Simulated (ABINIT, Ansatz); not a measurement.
# CaO (Lime): G0W0 with ABINIT, start to end, part 2 of 3

How does a plane-wave GW calculation on CaO (Lime) run from the first input to the gap?

ABINIT 10.8.3; PBE and many-body steps on it, plane waves. Known limits of the many-body steps: not at the basis limit.

So far. Step 2 (Ground state): The gap is indirect, with the least direct gap 0.37 eV higher.

### Step 3. Bands along the symmetry lines

Level of this step: DFT, PBE, plane waves, norm-conserving pseudopotentials (ABINIT).

The cheap functional maps the bands first; the places of the edges decide which points the dearer methods must see.

Input file run.abi:

```
acell 3*1.0 Angstrom
rprim 
  -0.000000000000 2.406500000000 2.406500000000
  2.406500000000 -0.000000000000 2.406500000000
  2.406500000000 2.406500000000 -0.000000000000
ntypat 2
znucl 20 8
natom 2
typat 1 2
xred 
  0.000000000000 0.000000000000 0.000000000000
  0.500000000000 0.500000000000 0.500000000000
pp_dirpath "pseudos"
pseudos "Ca.upf, O.upf"
ecut 36
iscf -2
irdden 1
kptopt 0
nkpt 50
kpt 
  0.00000000 0.00000000 0.00000000
  0.06250000 0.00000000 0.06250000
  0.12500000 0.00000000 0.12500000
  0.18750000 0.00000000 0.18750000
  0.25000000 0.00000000 0.25000000
  0.31250000 0.00000000 0.31250000
  0.37500000 0.00000000 0.37500000
  0.43750000 0.00000000 0.43750000
  0.50000000 0.00000000 0.50000000
  0.51562500 0.03125000 0.51562500
  0.53125000 0.06250000 0.53125000
  0.54687500 0.09375000 0.54687500
  0.56250000 0.12500000 0.56250000
  0.57812500 0.15625000 0.57812500
  0.59375000 0.18750000 0.59375000
  0.60937500 0.21875000 0.60937500
  0.62500000 0.25000000 0.62500000
  0.37500000 0.37500000 0.75000000
  0.32812500 0.32812500 0.65625000
  0.28125000 0.28125000 0.56250000
  0.23437500 0.23437500 0.46875000
  0.18750000 0.18750000 0.37500000
  0.14062500 0.14062500 0.28125000
  0.09375000 0.09375000 0.18750000
  0.04687500 0.04687500 0.09375000
  0.00000000 0.00000000 0.00000000
  0.06250000 0.06250000 0.06250000
  0.12500000 0.12500000 0.12500000
  0.18750000 0.18750000 0.18750000
  0.25000000 0.25000000 0.25000000
  0.31250000 0.31250000 0.31250000
  0.37500000 0.37500000 0.37500000
  0.43750000 0.43750000 0.43750000
  0.50000000 0.50000000 0.50000000
  0.50000000 0.46875000 0.53125000
  0.50000000 0.43750000 0.56250000
  0.50000000 0.40625000 0.59375000
  0.50000000 0.37500000 0.62500000
  0.50000000 0.34375000 0.65625000
  0.50000000 0.31250000 0.68750000
  0.50000000 0.28125000 0.71875000
  0.50000000 0.25000000 0.75000000
  0.50000000 0.21875000 0.71875000
  0.50000000 0.18750000 0.68750000
  0.50000000 0.15625000 0.65625000
  0.50000000 0.12500000 0.62500000
  0.50000000 0.09375000 0.59375000
  0.50000000 0.06250000 0.56250000
  0.50000000 0.03125000 0.53125000
  0.50000000 0.00000000 0.50000000
istwfk *1
nband 15
nbdbuf 2
tolwfr 1e-08
nstep 40
prtwf 0
prtvol 0
indata_prefix "in"
outdata_prefix "out"
tmpdata_prefix "tmp"
```

Run with:

```bash
OMP_NUM_THREADS=1 mpirun -n 8 abinit run.abi > log
```

Numbers of over 12 decimals in the logs are rounded to 6 here.

The program printed:

```text
.Version 10.8.3 of ABINIT. v10.8.2 released Aug 2026.

 Symmetries : space group Fm -3 m (#225); Bravais cF (face-center cubic)
[... echo of the input left out ...]
== DATASET  1 ==================================================================
-   mpi_nproc: 8, omp_nthreads: 1 (-1 if OMP is not activated)

--- !DatasetInfo
iteration_state: {dtset: 1, }
dimensions: {natom: 2, nkpt: 50, mband: 15, nsppol: 1, nspinor: 1, nspden: 1, mpw: 1964, }
cutoff_energies: {ecut:  36.0, pawecutdg:  -1.0, }
electrons: {nelect:   1.60000000E+01, charge:   0.00000000E+00, occopt:   1.00000000E+00, tsmear:   1.00000000E-02, }

 Real(R)+Recip(G) space primitive vectors, cartesian coordinates (Bohr,Bohr^-1):
 R(1)=  0.0000000  4.5476259  4.5476259  G(1)= -0.1099475  0.1099475  0.1099475
 R(2)=  4.5476259  0.0000000  4.5476259  G(2)=  0.1099475 -0.1099475  0.1099475
 R(3)=  4.5476259  4.5476259  0.0000000  G(3)=  0.1099475  0.1099475 -0.1099475
 Unit cell volume ucvol=  1.8809801E+02 bohr^3
 Angles (23,13,12)=  6.00000000E+01  6.00000000E+01  6.00000000E+01 degrees

 getcut: wavevector=  0.0000  0.0000  0.0000  ngfft=  36  36  36
         ecut(hartree)=     36.000   => boxcut(ratio)=   2.07246

--- Pseudopotential description ------------------------------------------------
- Ca Generated using ONCVPSP code by D. R. Hamann
- 20.00000  10.00000  171031                  znucl, zion, pspdat
12 -101130 2 -1 1766                          pspcod,pspxc,lmax,lloc,mmax
     nproj     2     2     2
  pspatm : epsatm=   12.33471919
         --- l  ekb(1:nproj) -->
             0   10.063789    0.972391
             1    3.049878    0.471799
             2   -3.406671   -1.078890
 pspatm: atomic psp has been read  and splines computed

- O Generated using ONCVPSP code by D. R. Hamann
-  8.00000   6.00000  171031                  znucl, zion, pspdat
12 -101130 2 -1 936                           pspcod,pspxc,lmax,lloc,mmax
     nproj     2     2     1
  pspatm : epsatm=    6.19545534
         --- l  ekb(1:nproj) -->
[...]
2   -1.331955
 pspatm: atomic psp has been read  and splines computed

--------------------------------------------------------------------------------

================================================================================
 prteigrs : about to open file out_EIG
 Non-SCF case, kpt    1 (  0.00000  0.00000  0.00000), residuals and eigenvalues=
  1.62E-09  1.56E-09  5.40E-09  5.32E-09  1.82E-09  2.53E-09  3.79E-09  5.35E-09
  1.18E-09  3.88E-09  7.88E-09  5.10E-09  6.00E-09  7.83E-09  7.63E-09
 -1.1984E+00 -4.9133E-01 -4.9133E-01 -4.9133E-01 -3.8219E-01  1.8612E-01
  1.8612E-01  1.8612E-01  3.5937E-01  4.1497E-01  4.1497E-01  4.1497E-01
[...]
Non-SCF case, kpt    2 (  0.06250  0.00000  0.06250), residuals and eigenvalues=
  2.66E-09  4.09E-09  2.02E-09  5.11E-09  6.28E-09  2.51E-09  3.47E-09  6.62E-09
[...]
3.83E-09  5.53E-09  1.77E-09  3.07E-09  2.90E-09  2.90E-09  3.36E-09  3.11E-09
  1.40E-09  2.87E-09  7.71E-09  1.66E-09  3.06E-09  7.58E-09  4.54E-08
[...]
Non-SCF case, kpt   49 (  0.50000  0.03125  0.53125), residuals and eigenvalues=
[...]
Non-SCF case, kpt   50 (  0.50000  0.00000  0.50000), residuals and eigenvalues=
[...]
-1.1936E+00 -5.1294E-01 -4.9951E-01 -4.9951E-01 -3.7352E-01  1.3836E-01
  1.7235E-01  1.7235E-01  3.2070E-01  4.8094E-01  5.1203E-01  5.3511E-01
[...]
--- !ResultsGS
iteration_state: {dtset: 1, }
comment   : Summary of ground state results
lattice_vectors:
- [ -0.0000000,   4.5476259,   4.5476259, ]
- [  4.5476259,  -0.0000000,   4.5476259, ]
- [  4.5476259,   4.5476259,  -0.0000000, ]
lattice_lengths: [   6.43131,    6.43131,    6.43131, ]
lattice_angles: [ 60.000,  60.000,  60.000, ] # degrees, (23, 13, 12)
lattice_volume:   1.8809801E+02
convergence: {deltae:  0.000E+00, res2:  0.000E+00, residm:  9.931E-09, diffor:  0.000E+00, }
etotal    :  -5.53869081E+01
entropy   :   0.00000000E+00
fermie    :   1.86115127E-01
cartesian_stress_tensor: null
pressure_GPa: null
xred      :
- [  0.0000E+00,   0.0000E+00,   0.0000E+00, Ca]
- [  5.0000E-01,   5.0000E-01,   5.0000E-01,  O]
cartesian_forces: null
force_length_stats: {min: null, max: null, mean: null, }

 Integrated electronic density in atomic spheres:
 ------------------------------------------------
 Atom  Sphere_radius  Integrated_density
[...]
================================================================================

 ----iterations are completed or convergence reached----

 Mean square residual over all n,k,spin=   47.443E-10; max=  99.313E-10
 reduced coordinates (array xred) for    2 atoms
       0.000000000000      0.000000000000      0.000000000000
       0.500000000000      0.500000000000      0.500000000000

 cartesian coordinates (angstrom) at end:
    1      0.000000     0.000000     0.000000
    2      2.406500     2.406500     2.406500
 length scales=  1.889726125908  1.889726125908  1.889726125908 bohr
              =  1.000000000000  1.000000000000  1.000000000000 angstroms
 prteigrs : about to open file out_EIG
 Eigenvalues (hartree) for nkpt=  50  k points:
 kpt#   1, nband= 15, wtk=  1.00000, kpt=  0.0000  0.0000  0.0000 (reduced coord)
[...]
kpt#   2, nband= 15, wtk=  1.00000, kpt=  0.0625  0.0000  0.0625 (reduced coord)
[...]
kpt#   3, nband= 15, wtk=  1.00000, kpt=  0.1250  0.0000  0.1250 (reduced coord)
[...]
kpt#  49, nband= 15, wtk=  1.00000, kpt=  0.5000  0.0313  0.5313 (reduced coord)
  -1.19360   -0.51282   -0.49980   -0.49964   -0.37299    0.13846    0.17099    0.17154
   0.32280    0.48187    0.51324    0.53097    0.53512    0.60227    0.67945
 kpt#  50, nband= 15, wtk=  1.00000, kpt=  0.5000  0.0000  0.5000 (reduced coord)
  -1.19360   -0.51294   -0.49951   -0.49951   -0.37352    0.13836    0.17235    0.17235
   0.32070    0.48094    0.51203    0.53511    0.53511    0.59844    0.67927

== END DATASET(S) ==============================================================
================================================================================

 -outvars: echo values of variables after computation  --------
            nband          15
             nkpt          50
          spgroup         225
 [... the other variables as echoed above ...]

 Calculation completed.
```

It took 5.3 s on 8 MPI ranks of Arm Neoverse V1, shared host; peak memory 0.47 GiB.

Numbers from this step:

```
gap                        : 3.662 eV
k of the valence top       : 0, 0, 0
k of the conduction bottom : 0.5, 0, 0.5
least direct gap           : 4.037 eV
```

The gap is 3.662 eV, as in the run before at this level.

The electronic bands at the labelled points (eV, zero at the top of the highest filled band; v1 is the highest filled band, c1 the lowest empty one):

| point | v4 | v3 | v2 | v1 | c1 | c2 | c3 | c4 |
| --- | --- | --- | --- | --- | --- | --- | --- | --- |
| Γ | -15.46 | 0.00 | 0.00 | 0.00 | 4.71 | 6.23 | 6.23 | 6.23 |
| halfway | -14.95 | -1.66 | -0.30 | -0.30 | 4.72 | 6.60 | 8.04 | 8.04 |
| X | -15.23 | -1.30 | -0.37 | -0.37 | 3.66 | 8.02 | 8.87 | 9.50 |
| halfway | -15.12 | -1.28 | -0.69 | -0.50 | 4.09 | 8.21 | 8.91 | 9.12 |
| U | -14.87 | -1.32 | -1.20 | -0.77 | 5.14 | 7.97 | 8.54 | 9.02 |
| jump to K | -14.87 | -1.32 | -1.20 | -0.77 | 5.14 | 7.97 | 8.54 | 9.02 |
| halfway | -14.71 | -1.79 | -0.92 | -0.55 | 6.10 | 7.02 | 7.20 | 8.02 |
| Γ | -15.46 | 0.00 | 0.00 | 0.00 | 4.71 | 6.23 | 6.23 | 6.23 |
| halfway | -14.82 | -1.52 | -0.65 | -0.65 | 6.25 | 6.84 | 7.17 | 7.17 |
| L | -14.30 | -2.61 | -1.18 | -1.18 | 7.03 | 8.33 | 8.33 | 8.49 |
| halfway | -14.58 | -2.03 | -1.11 | -1.04 | 6.74 | 6.82 | 8.73 | 8.91 |
| W | -14.86 | -1.27 | -1.05 | -1.05 | 6.31 | 6.31 | 8.36 | 9.50 |
| halfway | -15.04 | -1.25 | -0.84 | -0.66 | 4.49 | 8.25 | 8.28 | 9.38 |
| X | -15.23 | -1.30 | -0.37 | -0.37 | 3.66 | 8.02 | 8.87 | 9.50 |

The electronic bands as a text plot (rows in eV, shown from -8.0 to 7.7 only):

```
    7.4 |+   +  +++        +  +++++   ++    +++     ++      +
    6.7 |  ++ ++            ++  +++++    ++++++++++++++++  +
    6.1 |++  +             +  +++++++++++++++            +++
    5.4 |  +++            +        ++    ++                 +
    4.8 |++   ++         +           ++++                    +
    4.1 |       +++    ++                                     ++
    3.5 |          ++++                                         +
    2.8 |
    2.2 |
    1.5 |
    0.8 |
    0.2 |****                        ****
   -0.5 | *  **************   ********  *****                ****
   -1.1 |  ***     ****************        * ********************
   -1.8 |     *****        ******           ***       ***
   -2.4 |                                      *******
   -3.1 |
   -3.7 |
   -4.4 |
   -5.1 |
   -5.7 |
   -6.4 |
   -7.0 |
   -7.7 |
         Γ           X  U|K            Γ         L        W     X
```

### Step 4. Empty states on the mesh, 6×6×6 mesh, 168 bands

The sums over transitions need many empty states on a uniform mesh; this step solves for them.

Input file run.abi:

```
acell 3*1.0 Angstrom
rprim 
  -0.000000000000 2.406500000000 2.406500000000
  2.406500000000 -0.000000000000 2.406500000000
  2.406500000000 2.406500000000 -0.000000000000
ntypat 2
znucl 20 8
natom 2
typat 1 2
xred 
  0.000000000000 0.000000000000 0.000000000000
  0.500000000000 0.500000000000 0.500000000000
pp_dirpath "pseudos"
pseudos "Ca.upf, O.upf"
ecut 36
ngkpt 6 6 6
nshiftk 1
shiftk 0 0 0
kptopt 1
chksymbreak 0
irdden 1
istwfk *1
nband 168
prtvol 0
optdriver 6
gwr_task "HDIAGO"
paral_kgb 0
occopt 1
indata_prefix "in"
outdata_prefix "out"
tmpdata_prefix "tmp"
```

The program printed:

```text
[banner, memory and clock lines left out]
.Version 10.8.3 of ABINIT. v10.8.2 released Aug 2026.

 Symmetries : space group Fm -3 m (#225); Bravais cF (face-center cubic)
[... echo of the input left out ...]
== DATASET  1 ==================================================================
-   mpi_nproc: 8, omp_nthreads: 1 (-1 if OMP is not activated)

--- !DatasetInfo
iteration_state: {dtset: 1, }
dimensions: {natom: 2, nkpt: 16, mband: 168, nsppol: 1, nspinor: 1, nspden: 1, mpw: 1964, }
cutoff_energies: {ecut:  36.0, pawecutdg:  -1.0, }
electrons: {nelect:   1.60000000E+01, charge:   0.00000000E+00, occopt:   1.00000000E+00, tsmear:   1.00000000E-02, }

.Using double precision arithmetic; gwpc =  8

- Reading GS density from: in_DEN

--- Pseudopotential description ------------------------------------------------
- Ca Generated using ONCVPSP code by D. R. Hamann
- 20.00000  10.00000  171031                  znucl, zion, pspdat
12 -101130 2 -1 1766                          pspcod,pspxc,lmax,lloc,mmax
     nproj     2     2     2
  pspatm : epsatm=   12.33471919
         --- l  ekb(1:nproj) -->
             0   10.063789    0.972391
             1    3.049878    0.471799
             2   -3.406671   -1.078890
 pspatm: atomic psp has been read  and splines computed

- O Generated using ONCVPSP code by D. R. Hamann
-  8.00000   6.00000  171031                  znucl, zion, pspdat
12 -101130 2 -1 936                           pspcod,pspxc,lmax,lloc,mmax
     nproj     2     2     1
  pspatm : epsatm=    6.19545534
         --- l  ekb(1:nproj) -->
             0    6.056735    0.824024
             1   -4.717130   -1.149271
             2   -1.331955
 pspatm: atomic psp has been read  and splines computed

   2.96482793E+02                                ecore*ucvol(ha*bohr**3)

 Total charge density [el/Bohr^3]
)     Maximum=    9.2154E-01  at reduced coord.    0.4444    0.5556    0.5556
)     Minimum=    5.1365E-03  at reduced coord.    0.2500    0.2500    0.2500
   Integrated=    1.6000E+01

 === KS gaps after direct diagonalization ===
 Indirect band gap semiconductor
 Fundamental gap:     3.662 (eV)
   VBM:     5.064 (eV) at k: [ 0.0000E+00,  0.0000E+00,  0.0000E+00]
   CBM:     8.727 (eV) at k: [ 5.0000E-01,  5.0000E-01,  0.0000E+00]
 Direct gap:         4.037 (eV) at k: [ 5.0000E-01,  5.0000E-01,  0.0000E+00]

== END DATASET(S) ==============================================================

 -outvars: echo values of variables after computation  --------
           etotal      0.0000000000E+00
            nband         168
             nkpt          16
          spgroup         225
 [... the other variables as echoed above ...]

 Calculation completed.
```

Elapsed: 16 s, on 8 MPI ranks; peak memory 2.1 GiB.

This step gave:

```
gap                                                           : 3.662 eV
k of the valence top                                          : 0, 0, 0
k of the conduction bottom                                    : 0.5, 0.5, 0
least direct gap                                              : 4.037 eV
k points computed                                             : 16
lowest point of the top converged band, above the valence top : 164.3910 eV
```

On this mesh the gap is 3.662 eV.

### Step 5. Screening, 6×6×6 mesh, 160 bands, screening to 239.5 eV

The RPA dielectric matrix is built and inverted for each q.

This step: RPA screening on PBE, plane waves, norm-conserving pseudopotentials.

Edit run.abi of step 4 so:

```diff
@@ -20,10 +20,11 @@
 chksymbreak 0
-irdden 1
 istwfk *1
-nband 168
-prtvol 0
-optdriver 6
-gwr_task "HDIAGO"
-paral_kgb 0
 occopt 1
+irdwfk 1
+optdriver 3
+nband 160
+ecuteps 8.8
+inclvkb 2
+awtr 1
+symchi 1
 indata_prefix "in"
```

The program printed:

```text
.Version 10.8.3 of ABINIT. v10.8.2 released Aug 2026.

 Symmetries : space group Fm -3 m (#225); Bravais cF (face-center cubic)
[... echo of the input left out ...]
== DATASET  1 ==================================================================
-   mpi_nproc: 8, omp_nthreads: 1 (-1 if OMP is not activated)

--- !DatasetInfo
iteration_state: {dtset: 1, }
dimensions: {natom: 2, nkpt: 16, mband: 160, nsppol: 1, nspinor: 1, nspden: 1, mpw: 1964, }
cutoff_energies: {ecut:  36.0, pawecutdg:  -1.0, }
electrons: {nelect:   1.60000000E+01, charge:   0.00000000E+00, occopt:   1.00000000E+00, tsmear:   1.00000000E-02, }

 SCREENING: Calculation of the susceptibility and dielectric matrices

 Based on a program developped by R.W. Godby, V. Olevano, G. Onida, and L. Reining.
 Incorporated in ABINIT by V. Olevano, G.-M. Rignanese, and M. Torrent.
.Using double precision arithmetic ; gwpc =  8

[... cell and pseudopotentials left out ...]
--------------------------------------------------------------------------------

 ==== K-mesh for the wavefunctions ====
 Number of points in the irreducible wedge :    16
[... list of points left out ...]
 Together with 48 symmetry operations and time-reversal symmetry
 yields   216 points in the full Brillouin Zone.

 ==== Q-mesh for the screening function ====
 Number of points in the irreducible wedge :    16
[... list of points left out ...]
 Together with 48 symmetry operations and time-reversal symmetry
 yields   216 points in the full Brillouin Zone.

 setmesh: FFT mesh size selected  =    25x   25x   25
          total number of points  =        15625

 vcoul_init : cutoff-mode = AUXILIARY_FUNCTION
 q-points for optical limit:   1
     1)      0.000010    0.000020    0.000030

- screening: taking advantage of time-reversal symmetry
- Maximum band index for partially occupied states nbvw = 8
- Remaining bands to be divided among processors   nbcw = 152
- Number of bands treated by each node ~19

 Number of electrons calculated from density =   16.0000; Expected =   16.0000
 average of density, n =  0.085062
 r_s =    1.4106
 omega_plasma =   28.1335 [eV]

 calculating chi0 at frequencies [eV] :
  1    0.000000E+00    0.000000E+00
  2    0.000000E+00    2.813348E+01

--------------------------------------------------------------------------------
  q-point number  1        q = ( 0.000000, 0.000000, 0.000000) [r.l.u.]
--------------------------------------------------------------------------------
[... chi0 elements left out ...]
 For q-point:  0.000010 0.000020 0.000030
  dielectric constant =   3.5669
  dielectric constant without local fields =   3.9233

  Average fulfillment of the sum rule on Im[epsilon] for q-point    1 :     81.51  [%]
[... wings left out ...]
  q-point number  2        q = ( 0.166667, 0.000000, 0.000000) [r.l.u.]
--------------------------------------------------------------------------------
[... chi0 elements left out ...]
  Average fulfillment of the sum rule on Im[epsilon] for q-point    2 :     87.37  [%]

 [... 14 further q-points ...]
```

The job ended after 75 s (8 MPI ranks; peak memory 1.7 GiB).

This step gave:

- ε∞ with local fields, on this mesh, along the program's q direction: 3.567
- the same without local fields: 3.923
- plasma frequency: 28.13 eV
- plane waves in the screening matrix: 259

Local fields lower ε∞ by 9 %.

[end of part 2 of 3]

[Paths, hosts, dates, memory and timing lines, banners, echoed tables and standing remarks are left out of the program output.]

[Logs are printed without paths, hosts, clocks, repeated set-up lines and the standing remarks that a program may print on its own settings, such as how far it seeks lower states.]

[Runs of the session that timed out or met a known fault of the program may be left out.]

[Hosts, paths, dates, database ids (printed as entryN), source tags and the programs' standing remarks are cut or masked in the printed files.]

[G0W0 gaps are taken among the corrected bands and points alone; a level outside them can change the order at an edge.]

[Where Ansatz stands beside ABINIT at settings called matched, ABINIT's density can come from a denser mesh and the files from another edition; pairs whose starting gaps differed by over 0.03 eV were left out, so agreement reads better than it is.]
